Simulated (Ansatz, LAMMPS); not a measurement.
# Amorphous 88SiO2-12TiO2 (mol %) (96 atoms): geometry optimisation, part 2 of 3

Wanted: the relaxed structure of amorphous 88SiO2-12TiO2 (mol %) (96 atoms) and its electronic structure.

Ansatz 0.2.0; Kohn-Sham DFT, PBE, PAW (set soft_2), plane waves.

The cell: 28 Si, 4 Ti and 64 O. The quench rate of 50 K/ps is orders of magnitude faster than experiment. The starting topology of bonds comes from the classical model. Only the Γ point is sampled in the main run, in a cell whose shortest periodic width is 11 Å.

So far. Step 4 (Cell and atoms relaxed): The relaxation changed the energy by -54.4 meV/atom, and atoms moved by 0.29 Å r.m.s., 0.83 Å at most.

## (6) Single point at the relaxed geometry

The electronic structure is read at the final geometry, in a run of its own.

Contents of input.yaml:

```yaml
crystal:
  lattice:
    - [11.34955, 0.06099, 0.20227]
    - [0.06099, 10.66369, -0.33471]
    - [0.20227, -0.33471, 11.11734]
  atoms:
    - { symbol: Si, position: [0.30321, 0.76823, 0.41995] }
    - { symbol: Si, position: [0.05736, 0.40818, 0.07383] }
    - { symbol: Si, position: [0.19212, 0.85175, 0.17952] }
    - { symbol: Si, position: [0.92841, 0.83005, 0.19434] }
    - { symbol: Si, position: [0.1616, 0.12853, 0.64438] }
    - { symbol: Si, position: [0.06324, 0.76504, 0.55593] }
    - { symbol: Si, position: [0.73413, 0.93192, 0.07061] }
    - { symbol: Si, position: [0.83161, 0.62587, 0.60711] }
    - { symbol: Si, position: [0.16864, 0.38555, 0.54372] }
    - { symbol: Si, position: [0.37448, 0.26346, 0.91376] }
    - { symbol: Si, position: [0.50546, 0.56382, 0.36051] }
    - { symbol: Si, position: [0.98846, 0.25338, 0.84221] }
    - { symbol: Si, position: [0.45886, 0.18259, 0.32227] }
    - { symbol: Si, position: [0.81647, 0.18767, 0.40006] }
    - { symbol: Si, position: [0.62505, 0.98001, 0.33334] }
    - { symbol: Si, position: [0.7328, 0.71308, 0.36975] }
    - { symbol: Si, position: [0.90638, 0.35941, 0.60142] }
    - { symbol: Si, position: [0.3828, 0.95148, 0.62066] }
    - { symbol: Si, position: [0.31033, 0.48005, 0.74444] }
    - { symbol: Si, position: [0.73177, 0.16912, 0.91549] }
    - { symbol: Si, position: [0.77797, 0.97893, 0.71533] }
    - { symbol: Si, position: [0.50575, 0.36837, 0.5469] }
    - { symbol: Si, position: [0.95605, 0.00203, 0.49374] }
    - { symbol: Si, position: [0.39337, 0.756, 0.81816] }
    - { symbol: Si, position: [0.55855, 0.16272, 0.70261] }
    - { symbol: Si, position: [0.06428, 0.67562, 0.01716] }
    - { symbol: Si, position: [0.26461, 0.99004, 0.97334] }
    - { symbol: Si, position: [0.81894, 0.44047, 0.24639] }
    - { symbol: Ti, position: [0.57245, 0.34648, 0.11429] }
    - { symbol: Ti, position: [0.67651, 0.75519, 0.83381] }
    - { symbol: Ti, position: [0.29075, 0.37988, 0.26284] }
    - { symbol: Ti, position: [0.03169, 0.88429, 0.82872] }
    - { symbol: O, position: [0.65649, 0.28616, 0.97087] }
    - { symbol: O, position: [0.1954, 0.48322, 0.65898] }
    - { symbol: O, position: [0.42578, 0.3365, 0.0331] }
    - { symbol: O, position: [0.69793, 0.43522, 0.16705] }
    - { symbol: O, position: [0.18273, 0.73902, 0.07286] }
    - { symbol: O, position: [0.93997, 0.3476, 0.74342] }
    - { symbol: O, position: [0.87969, 0.94707, 0.80727] }
    - { symbol: O, position: [0.30003, 0.36893, 0.84192] }
    - { symbol: O, position: [0.06992, 0.07119, 0.54904] }
    - { symbol: O, position: [0.3073, 0.13329, 0.94924] }
    - { symbol: O, position: [0.05789, 0.88562, 0.23109] }
    - { symbol: O, position: [0.34745, 0.87128, 0.91428] }
    - { symbol: O, position: [0.95369, 0.69949, 0.11245] }
    - { symbol: O, position: [0.8227, 0.30671, 0.31693] }
    - { symbol: O, position: [0.6467, 0.85685, 0.40432] }
    - { symbol: O, position: [0.70314, 0.04666, 0.98623] }
    - { symbol: O, position: [0.59431, 0.27915, 0.62187] }
    - { symbol: O, position: [0.87046, 0.18722, 0.89496] }
    - { symbol: O, position: [0.83711, 0.99834, 0.58535] }
    - { symbol: O, position: [0.18523, 0.71469, 0.48861] }
    - { symbol: O, position: [0.13193, 0.97279, 0.9214] }
    - { symbol: O, position: [0.05245, 0.29925, 0.96449] }
    - { symbol: O, position: [0.39892, 0.65471, 0.41901] }
    - { symbol: O, position: [0.02831, 0.3785, 0.5227] }
    - { symbol: O, position: [0.78613, 0.65898, 0.74825] }
    - { symbol: O, position: [0.33063, 0.21602, 0.26484] }
    - { symbol: O, position: [0.92115, 0.07804, 0.37691] }
    - { symbol: O, position: [0.16925, 0.38788, 0.16107] }
    - { symbol: O, position: [0.08234, 0.15744, 0.76884] }
    - { symbol: O, position: [0.02891, 0.73375, 0.89087] }
    - { symbol: O, position: [0.67002, 0.88399, 0.73291] }
    - { symbol: O, position: [0.50084, 0.04285, 0.62967] }
    - { symbol: O, position: [0.44239, 0.46794, 0.25526] }
    - { symbol: O, position: [0.55926, 0.47739, 0.46556] }
    - { symbol: O, position: [0.87197, 0.93488, 0.10842] }
    - { symbol: O, position: [0.97336, 0.65508, 0.5914] }
    - { symbol: O, position: [0.64761, 0.94968, 0.18774] }
    - { symbol: O, position: [0.34951, 0.89864, 0.48644] }
    - { symbol: O, position: [0.44955, 0.2658, 0.45118] }
    - { symbol: O, position: [0.25494, 0.97164, 0.1188] }
    - { symbol: O, position: [0.93488, 0.42274, 0.15213] }
    - { symbol: O, position: [0.81838, 0.56848, 0.32976] }
    - { symbol: O, position: [0.61155, 0.64594, 0.30955] }
    - { symbol: O, position: [0.55781, 0.22995, 0.22199] }
    - { symbol: O, position: [0.27322, 0.80179, 0.28377] }
    - { symbol: O, position: [0.71265, 0.80328, 0.98723] }
    [... 12 atom lines left out ...]
    - { symbol: O, position: [0.23231, 0.41953, 0.41506] }
    - { symbol: O, position: [0.40043, 0.82411, 0.69091] }
    - { symbol: O, position: [0.09525, 0.84738, 0.68013] }
    - { symbol: O, position: [0.83745, 0.23946, 0.54109] }
    - { symbol: O, position: [0.69435, 0.1199, 0.76368] }
    - { symbol: O, position: [0.31814, 0.62398, 0.80717] }
kpoints:
  mp_grid: { grid: [1, 1, 1] }
hamiltonian:
  xc: pbe
scf:
  occupations: { method: fermi_dirac, width: 0.025 }
output:
  forces: true
  stress: true
  populations: true
  dos:
    method: { smearing: { sigma: 0.08 } }
    de: 0.05
    projected: { site_lists: { O: [O], Si: [Si], Ti: [Ti] } }
  eigenvalues: true
  write_density: true
  write_potential: true
  volumetric_format: npy
```

Run with:

```console
$ ansatz run input.yaml --threads 4 --pin off --max-ram 8192MiB --backend cpu --events-out ev --progress --plain --runs-dir out
```

It took 27 s on 4 threads of Arm Neoverse V1, shared host; peak memory 1.7 GiB; 1.7 min of CPU time.

The program notes that the exchange-correlation potential is rough where the density is thin.

Read from the output:

* free energy: -64218.2936 eV
* free energy per atom: -668.9406 eV/atom
* SCF cycles: 11
* pressure: -0.004989 GPa
* r.m.s. force component: 0.00501 eV/Å
* longest force: 0.02906 eV/Å
* Fermi energy: 4.334 eV
* gap (highest filled to lowest empty level): 2.647 eV
* spilling of the projection: 0.01193

Löwdin charges by element and coordination (they lack the spilled electrons, 0.068 e an atom on average):

| element | coordination | atoms | mean charge (e) | spread | least | most |
| --- | --- | --- | --- | --- | --- | --- |
| O | all | 64 | -0.759 | 0.0429 | -0.797 | -0.625 |
| O | 2 | 62 | -0.759 | 0.0432 | -0.797 | -0.625 |
| O | 3 | 2 | -0.744 | 0.0279 | -0.772 | -0.716 |
| Si | all | 28 | 1.76 | 0.0209 | 1.70 | 1.80 |
| Si | 4 | 27 | 1.76 | 0.0199 | 1.70 | 1.80 |
| Si | 5 | 1 | 1.72 | 0 | 1.72 | 1.72 |
| Ti | all | 4 | 1.44 | 0.014 | 1.41 | 1.45 |
| Ti | 4 | 3 | 1.44 | 0.0145 | 1.41 | 1.45 |
| Ti | 5 | 1 | 1.45 | 0 | 1.45 | 1.45 |

Density of states as counts of states in windows of 1 eV (from the Fermi level), total and the larger projections:

| from (eV) | to (eV) | total | O p | Si p | Ti d |
| --- | --- | --- | --- | --- | --- |
| -10 | -9 | 16.7 | 11.4 | 1.4 | 0.1 |
| -9 | -8 | 19.8 | 14.4 | 2.7 | 0.1 |
| -8 | -7 | 37.9 | 28.9 | 7.1 | 0.4 |
| -7 | -6 | 38.2 | 28.7 | 4.9 | 2.3 |
| -6 | -5 | 41.2 | 34.3 | 3.1 | 1.2 |
| -5 | -4 | 71.9 | 63.8 | 2.7 | 2.3 |
| -4 | -3 | 80.5 | 74.8 | 1.9 | 1.5 |
| -3 | -2 | 51.9 | 49.8 | 0.6 | 0.4 |
| -2 | -1 | 7.9 | 7.5 | 0.2 | 0.0 |
| -1 | 1 | 0.0 | 0.0 | 0.0 | 0.0 |
| 1 | 2 | 13.9 | 2.1 | 0.3 | 10.9 |
| 2 | 3 | 18.1 | 2.8 | 0.5 | 12.0 |
| 3 | 4 | 10.0 | 1.6 | 0.4 | 5.8 |
| 4 | 5 | 8.4 | 1.0 | 1.9 | 0.2 |

Between -26 and -10 eV lie 146 more states.

The stored curve holds about 512 of the 544 electrons; the rest, give or take the few that broadening carries across the Fermi level, lie in deeper levels below its range.

The levels nearest the highest filled one (over half full), pooled over k-points and spins:

| level less the highest filled one (eV) | occupation |
| --- | --- |
| -1.02 | 2 |
| -0.893 | 2 |
| -0.598 | 2 |
| -0.479 | 2 |
| -0.231 | 2 |
| 0 | 2 |
| 2.65 | 0 |
| 2.85 | 0 |
| 2.85 | 0 |
| 3.03 | 0 |
| 3.08 | 0 |
| 3.13 | 0 |

Electrostatic potential energy in the ac plane at fractional y = 0.378, with atoms of Si and Ti and O within 0.2 Å of it. With pseudopotentials it is smooth inside the atoms' cores, unlike the true potential.

Ten even steps from '0' (-43 eV) to '9' (10 eV), each cell a mean:
```
88889999999998999999999999999999
99999999999889999999999999999999
99999999734789999999999999999999
99999999300489999999999999999998
99999999622699999999999999999878
99999999877899999999999999997314
99999999888899999999999999997324
99999999988987899999999999876557
89988788999986677789999999740026
77863126899998521268999999720005
11440002789997300047999999862134
00251003799998510058999999987775
65786556799999866689999999999999
99999852489999999999999999999999
99999963489999999999999999999999
99999987656789999999999998889999
99999985212479999999999987678999
99999974111378999999999875357899
99998665212478998888998875357899
98882015766789987545775787777557
75562016988999985212476799998435
30026689999998885212479999999877
30016899999973477545789999999997
64468999999974479888899999999998
```
Columns run along a (11.4 Å; values clipped at the 3rd and 97th percentile), rows up along c (11.1 Å). Atoms in or near the plane, at fractional coordinates: Si at (0.17, 0.54), Si at (0.91, 0.60), Si at (0.51, 0.55), Ti at (0.29, 0.26), O at (0.30, 0.84), O at (0.03, 0.52), O at (0.17, 0.16).

Valence density in the ac plane at fractional y = 0.378, with atoms of Si and Ti and O within 0.2 Å of it. It is the smooth field of the valence electrons, not physical close to the nuclei.

Ten steps, logarithmic in the rise over the least value, from '_' (0.0 e/Å³) to '@' (9.6 e/Å³), each cell a mean:
```
--====--..________....::--====--......::::--::..____________..::
::----::..____..::----::::::....______....::..________________..
........____..--++####++--..________________________________....
....________..==##@@%%**--..____________________________..::::::
::..________..--**####++--..__________________________..--++++==
==..__________..--====--::..__________________________::++##%%##
==..______........::::::::::::....__________________..::++####**
::..____..::::::......::==++==--::........__________..::--++++==
::......::----::::....::==++++==--::::::....____..::::--::::----
++++==--::::----::......--======------::..______..::----::..--==
%%%%##++--..::::::..__....::--::..::::::..______..::----::::==**
%%@@##++--::----::..____..::::::::----::..________....::::::==**
****++------++++==--..__....::--------::..________________..::==
::::::..::==**####==::......::::::::::....__________..________..
________..--++##**==::..__............__________..::::::..______
__________::--==++++--::........______________..::======::..____
__________..::++##%%%%++::::::....____________..--==++==--..____
______....::--**@@@@@@##------::::..____......::----====--::..__
......--++**++++##%%%%++::::--::::....::::--====----::----==--::
--::::==##%%%%**====--::......::--++**++==++**++==::::--==****++
==----++##%%%%++--..........::::++%%@@%%**++**++--::..::==**##**
--::::--++++==--..__..::--====--++##@@%%++----::....__..--==++==
----::::::::....____..--++####++--==**++--::....________....::::
--====--::..________..--++##**++--::::::::::::..____________..::
```
Columns run along a (11.4 Å), rows up along c (11.1 Å). Atoms in or near the plane, at fractional coordinates: Si at (0.17, 0.54), Si at (0.91, 0.60), Si at (0.51, 0.55), Ti at (0.29, 0.26), O at (0.30, 0.84), O at (0.03, 0.52), O at (0.17, 0.16).

Mean Löwdin charges: O -0.76, Si +1.76, Ti +1.44 e (they miss 1.2 % of the electrons, so they add up to more than the cell's charge). The largest share in the top eV of filled states is O p (96 % of the projected weight), and in the lowest eV of empty states Ti d (79 % of the projected weight).

Local excerpt of 9 atoms (numbers count through the whole input) about O58, whose charge lies farthest from its element's mean; x, y, z are measured from there.

| atom | x | y | z | distance (Å) | bonds | Löwdin charge (e) |
| --- | --- | --- | --- | --- | --- | --- |
| O58 | 0.00 | 0.00 | 0.00 | 0.00 | 2 | -0.63 |
| Si13 | 1.46 | -0.37 | 0.68 | 1.65 | 4 | 1.73 |
| Ti31 | -0.44 | 1.75 | -0.09 | 1.80 | 4 | 1.45 |
| O71 | 1.39 | 0.48 | 2.08 | 2.55 | 2 | -0.79 |
| O76 | 2.57 | 0.18 | -0.44 | 2.61 | 2 | -0.64 |
| O85 | 1.78 | -1.93 | 0.94 | 2.79 | 2 | -0.76 |
| O91 | -1.07 | 2.11 | 1.58 | 2.85 | 2 | -0.67 |
| O60 | -1.84 | 1.86 | -1.24 | 2.90 | 2 | -0.69 |
| O65 | 1.28 | 2.70 | -0.17 | 2.99 | 3 | -0.77 |

The column of bonds counts only the pairs O-Si within 2.16 Å, O-Ti within 2.64 Å; other neighbours, such as metal atoms beside each other in a compound, aren't counted, and periodic images can show an atom twice.

## (7) K-mesh 2×2×2

A denser mesh tests the sampling of the Brillouin zone.

Changes to input.yaml since step 6:

```diff
@@ -8,3 +8,3 @@
 kpoints:
-  mp_grid: { grid: [1, 1, 1] }
+  mp_grid: { grid: [2, 2, 2] }
 hamiltonian:
@@ -22,4 +22 @@
   eigenvalues: true
-  write_density: true
-  write_potential: true
-  volumetric_format: npy
```

Wall time 3.8 min (4 threads); peak memory 6.4 GiB.

The program notes that it cut back its work space to fit the memory limit.

Geometry and reference: those of the single point at the relaxed geometry.

Forces differ from those of the single point at the relaxed geometry by 2.7 meV/Å r.m.s.; the energy by -0.40 meV/atom. It took 3.8 min and 11 cycles; the reference's time can't be set against it, since the two runs asked for unlike analyses.

## (8) Functional HSE06

HSE06 mixes in a quarter of exact exchange at short range, which counters self-interaction, at a higher cost.

This step: Kohn-Sham DFT, HSE06, PAW (set soft_2), plane waves (Ansatz 0.2.0).

Changes to input.yaml since step 7:

```diff
@@ -8,5 +8,5 @@
 kpoints:
-  mp_grid: { grid: [2, 2, 2] }
+  mp_grid: { grid: [1, 1, 1] }
 hamiltonian:
-  xc: pbe
+  xc: hse06
 scf:
```

The job ended after 6 min (4 threads; peak memory 4 GiB; 22 min of CPU time).

The program notes that the exchange threshold is loose for the stress and the SCF threshold is loose for the stress.

Geometry and reference: those of the single point at the relaxed geometry.

Forces differ from those of the single point at the relaxed geometry by 189 meV/Å r.m.s.; the pressure by -5.1 GPa and the gap by +1.7 eV. It took 6 min and 20 cycles; the reference's time can't be set against it, since the two runs asked for unlike analyses.

The run gave:

- free energy: -64223.3903 eV
- free energy per atom: -668.9936 eV/atom
- SCF cycles: 20
- pressure: -5.083 GPa
- r.m.s. force component: 0.1897 eV/Å
- longest force: 0.6841 eV/Å
- Fermi energy: 3.955 eV
- gap (highest filled to lowest empty level): 4.363 eV
- spilling of the projection: 0.01218

Length of the force by element and coordination:

| element | coordination | atoms | mean length of the force (eV/Å) | spread | least | most |
| --- | --- | --- | --- | --- | --- | --- |
| O | all | 64 | 0.367 | 0.132 | 0.0806 | 0.684 |
| O | 2 | 62 | 0.371 | 0.132 | 0.0806 | 0.684 |
| O | 3 | 2 | 0.233 | 0.0344 | 0.199 | 0.268 |
| Si | all | 28 | 0.0768 | 0.0345 | 0.013 | 0.150 |
| Si | 4 | 27 | 0.0773 | 0.035 | 0.013 | 0.150 |
| Si | 5 | 1 | 0.0635 | 0 | 0.0635 | 0.0635 |
| Ti | all | 4 | 0.305 | 0.133 | 0.0903 | 0.440 |
| Ti | 4 | 3 | 0.278 | 0.144 | 0.0903 | 0.440 |
| Ti | 5 | 1 | 0.387 | 0 | 0.387 | 0.387 |

[end of part 2 of 3]

[Logs are printed without paths, hosts, clocks, repeated set-up lines and the standing remarks that a program may print on its own settings, such as how far it seeks lower states.]

[Hosts, paths, dates, database ids (printed as entryN), source tags and the programs' standing remarks are cut or masked in the printed files.]
